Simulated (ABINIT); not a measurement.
Records of electronic-structure calculations.

```cif
data_nacl
_symmetry_space_group_name_H-M 'Fm-3m'
_symmetry_Int_Tables_number 225
_cell_length_a 5.6200
_cell_length_b 5.6200
_cell_length_c 5.6200
_cell_angle_alpha 90.000
_cell_angle_beta 90.000
_cell_angle_gamma 90.000
_cell_volume 177.50
loop_
_atom_site_label
_atom_site_type_symbol
_atom_site_symmetry_multiplicity
_atom_site_Wyckoff_symbol
_atom_site_fract_x
_atom_site_fract_y
_atom_site_fract_z
_atom_site_occupancy
Na1 Na 4 a 0.00000 0.00000 0.00000 1
Cl1 Cl 4 b 0.50000 0.00000 0.00000 1
_calc_subject 'A GW chain in ABINIT: NaCl (Fm-3m)'
_calc_method 'RPA screening on PBE, plane waves, norm-conserving pseudopotentials (and 2 further levels or steps)'
_calc_program 'ABINIT 10.8.3'
_calc_settings 'cutoff 38 Ha, PseudoDojo scalar-relativistic 0.4.1 standard, norm-conserving, ngkpt (4, 4, 4), nband 80, ecuteps 5 Ha, inclvkb 2, shiftk (0, 0, 0), symchi 1, awtr 1, frequency ppm, 4×4×4 k-mesh'
_calc_cost '5 runs, 31 s in all on 8 MPI ranks of Arm Neoverse V2, shared host'
_calc_notes 'The database entry behind the starting cell differs from other determinations of this structure. The cell and positions come from the Crystallography Open Database and are kept as given unless a step says otherwise. The 4×4×4 mesh is coarse for this cell, which bears on the long-range parts of exchange and screening.'
_calc_pbe_gap '5.15 eV, direct'
_calc_g0w0_gap_on_the_mesh '7.99 eV'
_calc_gw_settings '4×4×4 mesh, 80 bands, screening to 136.1 eV, Godby-Needs plasmon pole'
_calc_known_limits 'short of the basis limit; coarse k mesh'
```

[Long decimals in the printed logs are rounded to 6 places.]

[Logs are printed without paths, hosts, clocks, repeated set-up lines and the standing remarks that a program may print on its own settings, such as how far it seeks lower states.]

[Paths, hosts, dates, memory and timing lines, banners, echoed tables and standing remarks are left out of the program output; an Ansatz launch command may be rebuilt from the run's recorded settings. Measured values are a selection of at most five: reports struck by readers or far from the other reports are left out. None is set beside runs whose start may be inverted or whose files or cutoffs have a known fault.]

[Runs of the session that timed out or met a known fault of the program may be left out.]

[Hosts, paths, dates, database ids (printed as entryN), source tags and the programs' standing remarks are cut or masked in the printed files.]

[G0W0 gaps are taken among the corrected bands and points alone; a level outside them can change the order at an edge.]

[Where Ansatz stands beside ABINIT at settings called matched, ABINIT's density can come from a denser mesh and the files from another edition; pairs whose starting gaps differed by over 0.03 eV were left out, so agreement reads better than it is.]
